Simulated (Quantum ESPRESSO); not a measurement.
## K (Im-3m): from the cell to the phonon bands

How does K (Im-3m) vibrate, and is this structure a minimum?

Main program and level: Quantum ESPRESSO 7.5; DFT PBEsol, scalar-relativistic, plane waves, PseudoDojo norm-conserving pseudopotentials.

Report form: the programs' logs are mostly left out.

The database entry behind the starting cell lists a temperature near 5 K, so it need not match the best structure at ambient conditions.

### Step 1. Starting point

It takes space group Im-3m (No. 229, cubic). The conventional cell has a = 5.225 Å, b = 5.225 Å, c = 5.225 Å, α = 90.00°, β = 90.00°, γ = 90.00°. Nearest to K lie 8 K at 4.52 Å.

### Step 2. A first look

A cheap run with smearing and empty bands tells whether the crystal has a gap, which decides between fixed occupations and smearing later on.

File probe.in:

```
&control
   calculation = 'scf'
   prefix = 'x'
   outdir = './tmp'
   pseudo_dir = './pseudo'
   tprnfor = .true.
   tstress = .true.
   verbosity = 'high'
/
&system
   ibrav = 0
   nat = 1
   ntyp = 1
   ecutwfc = 74.0
   occupations = 'smearing'
   smearing = 'gaussian'
   degauss = 0.01
/
&electrons
   conv_thr = 1.0d-07
   mixing_beta = 0.7
   electron_maxstep = 100
/
ATOMIC_SPECIES
 K      39.0983  K.upf
CELL_PARAMETERS angstrom
    -2.612500000    2.612500000    2.612500000
     2.612500000   -2.612500000    2.612500000
     2.612500000    2.612500000   -2.612500000
ATOMIC_POSITIONS crystal
 K      0.000000000   0.000000000   0.000000000
K_POINTS automatic
 6 6 6 0 0 0
```

Command:

```
$ OMP_NUM_THREADS=1 mpirun -n 4 pw.x -nk 4 -in probe.in > probe.out
```

It took 5.3 s on 4 MPI ranks of Intel Xeon at 2.70GHz, shared host.

This step gave:

| Item | Value |
| --- | --- |
| volume per atom | 71.32 Å³ |
| pressure | -0.005 GPa |
| gap on the k-mesh | 0 eV |

No gap opens on this mesh, so smearing is kept; the start stands at -0.005 GPa.

### Step 3. Relaxing the cell and atoms

The relaxation runs at a cutoff a fifth above that of the response, since stress converges more slowly with the basis than frequencies do. Forces and stress are brought to rest with tight thresholds.

File relax.in:

```
&control
   calculation = 'vc-relax'
   prefix = 'x'
   outdir = './tmp'
   pseudo_dir = './pseudo'
   tprnfor = .true.
   tstress = .true.
   forc_conv_thr = 2.0d-05
   etot_conv_thr = 1.0d-07
   nstep = 40
/
&system
   ibrav = 0
   nat = 1
   ntyp = 1
   ecutwfc = 89
   occupations = 'smearing'
   smearing = 'mv'
   degauss = 0.02
/
&electrons
   conv_thr = 1.0d-11
   mixing_beta = 0.7
   electron_maxstep = 100
/
&ions
/
&cell
   press_conv_thr = 0.2
/
ATOMIC_SPECIES
 K      39.0983  K.upf
CELL_PARAMETERS angstrom
    -2.612500000    2.612500000    2.612500000
     2.612500000   -2.612500000    2.612500000
     2.612500000    2.612500000   -2.612500000
ATOMIC_POSITIONS crystal
 K      0.000000000   0.000000000   0.000000000
K_POINTS automatic
 10 10 10 0 0 0
```

Command:

```
$ OMP_NUM_THREADS=1 mpirun -n 4 pw.x -nk 4 -in relax.in > relax.out
```

Run time: 37 s. Hardware: 4 MPI ranks.

Little changed from the start: no atom moved by 0.005 Å and no cell edge by 0.1 %.

Read from the output:

```
pressure : -0.018 GPa
```

### Step 4. Ground state

Perturbation theory inherits every error of the wavefunctions, so the threshold is set near the limit of the arithmetic. Smearing stays on, as the first look found no gap above 0.3 eV.

File scf.in:

```
&control
   calculation = 'scf'
   prefix = 'x'
   outdir = './tmp'
   pseudo_dir = './pseudo'
   tprnfor = .true.
   tstress = .true.
/
&system
   ibrav = 0
   nat = 1
   ntyp = 1
   ecutwfc = 74.0
   occupations = 'smearing'
   smearing = 'mv'
   degauss = 0.02
/
&electrons
   conv_thr = 1.0d-12
   mixing_beta = 0.7
   electron_maxstep = 100
/
ATOMIC_SPECIES
 K      39.0983  K.upf
CELL_PARAMETERS angstrom
    -2.612500000    2.612500000    2.612500000
     2.612500000   -2.612500000    2.612500000
     2.612500000    2.612500000   -2.612500000
ATOMIC_POSITIONS crystal
 K      0.000000000   0.000000000   0.000000000
K_POINTS automatic
 12 12 12 0 0 0
```

Command:

```
$ OMP_NUM_THREADS=1 mpirun -n 4 pw.x -nk 4 -in scf.in > scf.out
```

The job ended after 20 s (4 MPI ranks; 77 s of CPU time).

This step gave:

| Property | Result |
| --- | --- |
| pressure | -0.02300 GPa |

The cell stands at -0.023 GPa, close enough for phonons.

### Step 5. Levels on a dense mesh

The coupling is a sum over pairs of states at the Fermi level and needs a much denser mesh than the density does.

scf_fit.in, as its differences from scf.in of step 4:

```diff
@@ -16,5 +16,6 @@
    degauss = 0.02
+   la2F = .true.
 /
 &electrons
-   conv_thr = 1.0d-12
+   conv_thr = 1.0d-10
    mixing_beta = 0.7
@@ -31,2 +32,2 @@
 K_POINTS automatic
- 12 12 12 0 0 0
+ 24 24 24 0 0 0
```

Command:

```
$ OMP_NUM_THREADS=1 mpirun -n 4 pw.x -nk 4 -in scf_fit.in > scf_fit.out
```

Elapsed: 98 s, on 4 MPI ranks.

Read from the output:

- pressure: -0.02600 GPa

### Step 6. Self-consistent run for the response

The run on the dense mesh left its levels for the electron-phonon sums; ph.x needs the ground state on the coarse mesh, so pw.x runs once more in the same folder.

scf.in is that of step 4.

Command:

```
$ OMP_NUM_THREADS=1 mpirun -n 4 pw.x -nk 4 -in scf.in > scf.out
```

Elapsed: 22 s, on 4 MPI ranks.

This step gave:

```
pressure : -0.02300 GPa
```

### Step 7. Linear response on the mesh

Linear response treats each wavevector in the unit cell, with no supercell; the 4×4×4 mesh fixes the range of the force constants to be had. The change of the potential is kept for the electron-phonon matrix elements.

File ph.in:

```
phonons
&inputph
   prefix = 'x'
   outdir = './tmp'
   fildyn = 'x.dyn'
   tr2_ph = 1.0d-18
   alpha_mix(1) = 0.4
   nmix_ph = 8
   ldisp = .true.
   nq1 = 4
   nq2 = 4
   nq3 = 4
   electron_phonon = 'interpolated'
   fildvscf = 'dvscf'
   el_ph_sigma = 0.005
   el_ph_nsigma = 10
/
```

Command:

```
$ OMP_NUM_THREADS=1 mpirun -n 4 ph.x -nk 4 -in ph.in > ph.out
```

It took 66 min on 4 MPI ranks; 4.4 h of CPU time.

Numbers from this step:

- largest acoustic frequency at the zone centre before the sum rule: -15.05 cm⁻¹
- lowest mode on the q mesh (acoustic ones at the zone centre apart): -8.88 cm⁻¹

Frequencies (cm⁻¹) at each irreducible wavevector; negative means imaginary. Frequencies by wavevector:

```
  q (fractions)  star  mode 1  mode 2  mode 3
          0 0 0     1  -15.05  -15.05  -15.05
       0 0 0.25    12   -8.88   32.44    53.1
       0 0 -0.5     6    7.41   48.38   76.74
    0 0.25 0.25    24   27.01   53.57   70.44
 0.25 0.25 0.25     2   57.33   57.33   57.33
0.25 0.25 -0.25     6   49.34   49.34   52.78
 0.25 -0.5 -0.5    12      49   61.81   74.48
 -0.5 -0.5 -0.5     1    72.8    72.8    72.8
```

Couplings of single modes at a Gaussian broadening of 0.02 Ry, as ph.x prints them; it sets λ to zero for modes under 20 cm⁻¹. Mode couplings:

```
  q (fractions)  mode  frequency (cm⁻¹)       λ  linewidth γ (GHz)
       0 0 0.25     2             32.44  0.0051               0.02
       0 0 0.25     3              53.1  0.1396               1.77
       0 0 -0.5     1              7.41       0               0.06
       0 0 -0.5     2             48.38  0.0049               0.05
       0 0 -0.5     3             76.74  0.0891               2.36
    0 0.25 0.25     1             27.01  0.0306                0.1
    0 0.25 0.25     2             53.57   0.029               0.37
    0 0.25 0.25     3             70.44  0.0773               1.72
 0.25 0.25 0.25     1             57.33  0.0505               0.75
 0.25 0.25 0.25     2             57.33  0.0507               0.75
 0.25 0.25 0.25     3             57.33  0.0499               0.74
0.25 0.25 -0.25     1             49.34  0.0102               0.11
0.25 0.25 -0.25     2             49.34  0.0103               0.11
0.25 0.25 -0.25     3             52.78  0.1376               1.72
 0.25 -0.5 -0.5     1                49  0.0292               0.31
 0.25 -0.5 -0.5     2             61.81  0.0093               0.16
 0.25 -0.5 -0.5     3             74.48  0.0508               1.27
 -0.5 -0.5 -0.5     1              72.8  0.0129               0.31
 -0.5 -0.5 -0.5     2              72.8  0.0127                0.3
 -0.5 -0.5 -0.5     3              72.8  0.0125                0.3
```

The acoustic modes at Γ come out as far as 15.1 cm⁻¹ from zero, where they should vanish, a sizeable error of basis and grid or of the response kernel of this functional.

### Step 8. Fourier transform to real space

The dynamical matrices of the mesh are Fourier-transformed to force constants in real space.

File q2r.in:

```
&input
   fildyn = 'x.dyn'
   zasr = 'crystal'
   flfrc = 'x.fc'
   la2F = .true.
/
```

Command:

```
$ q2r.x < q2r.in > q2r.out
```

Run time: 0.77 s. Hardware: 1 thread.

### Step 9. Interpolated phonon bands

From the force constants any wavevector is cheap; points of the mesh come back as solved, but for the sum rule and, in polar crystals, the LO-TO term at Γ; the rest is interpolation.

File matdyn.in:

```
&input
   asr = 'crystal'
   flfrc = 'x.fc'
   flfrq = 'x.freq'
   flvec = 'x.modes'
   q_in_band_form = .true.
   q_in_cryst_coord = .true.
/
8
  0.0000000   0.0000000   0.0000000  12  ! GAMMA
  0.5000000  -0.5000000   0.5000000  12  ! H
 -0.0000000  -0.0000000   0.5000000  12  ! N
  0.0000000   0.0000000   0.0000000  12  ! GAMMA
  0.2500000   0.2500000   0.2500000  12  ! P
  0.5000000  -0.5000000   0.5000000   1  ! H
  0.2500000   0.2500000   0.2500000  12  ! P
 -0.0000000  -0.0000000   0.5000000   1  ! N
```

Command:

```
$ matdyn.x -in matdyn.in > matdyn.out
```

The job ended after 0.68 s (1 thread).

This step gave:

- lowest frequency on the path: -9.163 cm⁻¹

Matdyn.x, sum rule crystal. The phonon branches at the labelled points (cm⁻¹):

```
    point  branch 1  branch 2  branch 3
        Γ         0         0         0
  halfway        49        49        53
        H        73        73        73
  halfway        49        62        74
        N         7        48        77
  halfway        -9        32        53
        Γ         0         0         0
  halfway        28        28        61
        P        57        57        57
  halfway        37        69        69
        H        73        73        73
jump to P        57        57        57
  halfway        33        53        72
        N         7        48        77
```

Lowest modes at the softest wavevector of the mesh; phase exp(i q.(R + tau)). Modes at q = (0.000, 0.000, 0.250) (negative means imaginary):

```
mode  frequency (cm⁻¹)
   1              -8.9
   2              32.4
   3              53.1
```

Displacements in mode 1 (-8.9 cm⁻¹), the largest set to 1, in the home cell:
```
K1   1.00 -1.00  0.00
```

Displacements in mode 3 (53.1 cm⁻¹), the largest set to 1, in the home cell:
```
K1  1.00 1.00 0.00
```

Force constants by pair (phonopy on the run's constants); pairs near half the supercell's span include their periodic images. Pair force constants, by row:

```
atom  neighbour  distance (Å)  third of the trace (eV/Å²)  along the pair's line (eV/Å²)
  K1     itself             0                       0.392                              –
  K1          K         4.525                     -0.0477                        -0.1548
  K1          K         5.225                     -0.0085                        -0.0198
  K1          K         7.389                      0.0028                         0.0064
```

Mode patterns, pair constants, displacements and means over the zone were worked out by phonopy from the force constants of q2r.x.

The path dips to 9i cm⁻¹.

### Step 10. Sums over the zone

Sums over the zone need many more wavevectors than were solved, so the interpolation is sampled on a dense mesh.

File matdyn.in:

```
&input
   asr = 'crystal'
   flfrc = 'x.fc'
   dos = .true.
   fldos = 'x.dos'
   nk1 = 12
   nk2 = 12
   nk3 = 12
   deltaE = 0.3
   la2F = .true.
/
```

Command:

```
$ matdyn.x -in matdyn.in > matdyn.out
```

It took 6.2 s on 1 thread.

Numbers from this step:

- share of modes beyond 3i cm⁻¹ on the dense interpolated mesh: 0.0017

Tetrahedra. Table of phonon density of states by wavenumber; read off at these points:

wavenumber (cm⁻¹), phonon density of states (1/cm⁻¹/cell) and a bar:
```
     -8.0      0.000 
     -6.0      0.001 
     -4.0      0.002 
     -2.0      0.002 #
      0.0      0.003 #
      2.0      0.004 #
      4.0      0.005 #
      6.0      0.006 #
      8.0      0.009 ##
     10.0      0.012 ###
     12.0      0.016 ####
     14.0      0.020 ####
     16.0      0.024 #####
     18.0      0.025 ######
     20.0      0.028 ######
     22.0      0.030 #######
     24.0      0.034 ########
     26.0      0.038 ########
     28.0      0.041 #########
     30.0      0.047 ##########
     32.0      0.039 #########
     34.0      0.036 ########
     36.0      0.034 ########
     38.0      0.035 ########
     40.0      0.035 ########
     42.0      0.035 ########
     44.0      0.037 ########
     46.0      0.041 #########
     48.0      0.048 ###########
     49.0      0.059 #############
     50.0      0.057 #############
     52.0      0.056 ############
     54.0      0.054 ############
     56.0      0.052 ###########
     58.0      0.048 ###########
     60.0      0.046 ##########
     62.0      0.044 ##########
     64.0      0.045 ##########
     66.0      0.052 ############
     68.0      0.060 #############
     70.0      0.090 ####################
     72.0      0.132 #############################
     72.4      0.135 ##############################
     74.0      0.063 ##############
     76.0      0.012 ###
```

### Step 11. A frozen mode

The atoms are moved along one mode, by 0.015 Å at most in any Cartesian component, and the restoring forces give its frequency without the response code: a check of the response kernel of this functional.

File frozen.in:

```
&control
   calculation = 'scf'
   prefix = 'x'
   outdir = './tmp'
   pseudo_dir = './pseudo'
   tprnfor = .true.
/
&system
   ibrav = 0
   nat = 2
   ntyp = 1
   ecutwfc = 74.0
   occupations = 'smearing'
   smearing = 'mv'
   degauss = 0.02
/
&electrons
   conv_thr = 1.0d-11
   mixing_beta = 0.7
   electron_maxstep = 100
/
ATOMIC_SPECIES
 K      39.0983  K.upf
CELL_PARAMETERS angstrom
    -5.225000000    5.225000000    5.225000000
     2.612500000   -2.612500000    2.612500000
     2.612500000    2.612500000   -2.612500000
ATOMIC_POSITIONS crystal
 K     -0.002029972  -0.002029972  -0.002029972
 K      0.502029972   0.002029972   0.002029972
K_POINTS automatic
 6 12 12 0 0 0
```

Command:

```
$ OMP_NUM_THREADS=1 mpirun -n 4 pw.x -nk 4 -in frozen.in > frozen.out
```

It took 2.5 min on 4 MPI ranks; 10 min of CPU time.

Numbers from this step:

```yaml
frequency_from_the_forces: 78.4 cm⁻¹
frequency_from_linear_response: 76.74 cm⁻¹
```

The forces give 78.4 cm⁻¹ against 76.7 cm⁻¹ from linear response.

### Step 12. Results

| Property | Result |
| --- | --- |
| space group after relaxation | Im-3m |
| volume per atom | 71.3 Å³ |
| q mesh | 4×4×4 |
| lowest mode on the q mesh (acoustic ones at the zone centre apart) | -8.88 cm⁻¹ |
| imaginary modes on the q mesh | slight, 8.9i cm⁻¹ at most |

In words: Whether K (Im-3m) is stable stays open: a mode solved on the 4×4×4 mesh is imaginary by 8.9i cm⁻¹, no more than the 15.1 cm⁻¹ by which the acoustic modes miss zero at Γ; its spectrum reaches 77 cm⁻¹. These are harmonic frequencies at zero temperature: anharmonic shifts and linewidths and thermal expansion are left out. In a metal the frequencies hang on the k mesh and the smearing, most of all near Kohn anomalies. No coupling constant is taken from ph.x, since the sums are unsound here: the spectrum is unstable, unfinished or interpolated from too coarse a mesh.

[Host names and launcher messages were left out of these logs when they were recorded.]

[Logs are printed without paths, hosts, clocks, repeated set-up lines and the standing remarks that a program may print on its own settings, such as how far it seeks lower states.]

[Hosts, paths, dates, database ids (printed as entryN), source tags and the programs' standing remarks are cut or masked in the printed files.]
